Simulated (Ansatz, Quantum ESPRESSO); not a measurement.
## Equation of state of cubic perovskite SrTiO3

How stiff is cubic perovskite SrTiO3 under hydrostatic load? Each row scales the relaxed cell evenly and relaxes the atoms. The symmetry of the cell is held, so distortions that would lower it, which this phase may prefer, aren't tested. The phase is followed to these pressures whether or not it stays the stable one.

Calculated with Quantum ESPRESSO 7.5, PBEsol, PseudoDojo 0.4.1 norm-conserving potentials, cutoff 1170 eV, Fermi–Dirac smearing 0.02 eV, k-mesh 7×7×7, no spin polarisation, no spin-orbit coupling.

Reference cell, relaxed at zero pressure with PBEsol (Pm-3m): a = 3.8881 Å, b = 3.8881 Å, c = 3.8881 Å, α = 90.00°, β = 90.00°, γ = 90.00°.

```csv
atom,x,y,z
Sr,0.0000,0.0000,0.0000
Ti,0.5000,0.5000,0.5000
O,0.5000,0.5000,0.0000
O,0.5000,0.0000,0.5000
O,0.0000,0.5000,0.5000
```

| V (Å³/atom) | V/V0 | P (GPa) | E − E0 (meV/atom) |
| --- | --- | --- | --- |
| 11.0503 | 0.9400 | 13.211 | 27.6 |
| 11.2854 | 0.9600 | 8.326 | 11.8 |
| 11.5205 | 0.9800 | 3.937 | 2.9 |
| 11.9907 | 1.0200 | −3.535 | 2.6 |
| 12.2259 | 1.0400 | −6.711 | 10.1 |

V0 = 11.7556 Å³ an atom, where the residual pressure P0 is 0.000 GPa. **Question.** Fit the Birch–Murnaghan law and give the pressure and the energy at V = 12.4610 Å³ an atom, a row left out above.

With the Eulerian strain f = ½[(V0/V)^(2/3) − 1] and F = (P − P0)/[3f(1 + 2f)^(5/2)], the third-order law is the line F = B0 + (3/2) B0 (B′ − 4) f.

| f | F (GPa) |
| --- | --- |
| 0.02106 | 188.65 |
| 0.01379 | 187.97 |
| 0.00678 | 187.17 |
| −0.00656 | 185.73 |
| −0.01291 | 185.04 |

A straight line through the 5 rows: the means are 0.004432 for f and 186.91 for F, Σ(Δx)² = 0.0007911 and ΣΔxΔy = 0.08486, so the slope is 0.08486/0.0007911 = 107.27 and the intercept 186.91 − (107.27)(0.004432) = 186.44.

Hence B0 = 186.4 GPa and B′ = 4 + (107.3)/(1.5 × 186.4) = 4.38. For the withheld volume f = −0.01905, F = 184.39 GPa and P = −9.56 GPa, an extrapolation past the fitted rows. The run itself gives −9.56 GPa, so the estimate misses by 0.00 GPa, a rounding's worth.

Integrating the same law gives E − E0 = (9/2) B0 V0 f²[1 + (B′ − 4) f] + P0(V0 − V), with 1 GPa Å³ = 6.2415 meV: 22.2 meV an atom. The run itself gives 22.1 meV, so the estimate misses by 0.1 meV, a rounding's worth.

The same fit over all rows at other levels or in other programs gives B0 = 186 GPa with PBEsol (Ansatz), 189 GPa with r2SCAN (Ansatz) and 187 GPa with PBEsol (Quantum ESPRESSO, GBRV).

Measured volume: 11.912 Å³ an atom (doi:10.1007/s002690000103), so V0 is −1.3 % off. A stiffness follows the volume as d ln B/d ln V = −B′, which moves B0 by about −6 % when it is taken at the measured volume.

Measured bulk modulus: 177 GPa (arxiv:2303.03473), against 186 GPa here (+5 %).

The calculation is for a static lattice, while measurements hold thermal and zero-point motion.

[Logs are printed without paths, hosts, clocks, repeated set-up lines and the standing remarks that a program may print on its own settings, such as how far it seeks lower states.]
